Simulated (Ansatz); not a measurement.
Reflectivity of Ru (P6_3/mmc) at normal incidence (Ansatz, r2SCAN, independent particles, without spin-orbit coupling, line width 0.1 eV (Gaussian), carrier damping 0.05 eV):

```json
{"E (eV)": "1.00", "R (%)": "79.8"}
{"E (eV)": "1.25", "R (%)": "53.7"}
{"E (eV)": "1.50", "R (%)": "58.3"}
{"E (eV)": "1.75", "R (%)": "62.6"}
{"E (eV)": "2.00", "R (%)": "67.8"}
{"E (eV)": "2.25", "R (%)": "72.4"}
{"E (eV)": "2.50", "R (%)": "74.4"}
{"E (eV)": "2.75", "R (%)": "73.3"}
{"E (eV)": "3.00", "R (%)": "70.0"}
{"E (eV)": "3.25", "R (%)": "77.4"}
{"E (eV)": "3.50", "R (%)": "80.0"}
{"E (eV)": "3.75", "R (%)": "79.2"}
{"E (eV)": "4.00", "R (%)": "78.6"}
{"E (eV)": "4.25", "R (%)": "78.2"}
{"E (eV)": "4.50", "R (%)": "74.3"}
{"E (eV)": "4.75", "R (%)": "70.8"}
{"E (eV)": "5.00", "R (%)": "74.7"}
```

What colour would a polished face show in daylight?

Light grey: CIE x = 0.307, y = 0.330, luminous reflectivity 72 % under D65, from the mean over the axes.

[Logs are printed without paths, hosts, clocks, repeated set-up lines and the standing remarks that a program may print on its own settings, such as how far it seeks lower states.]
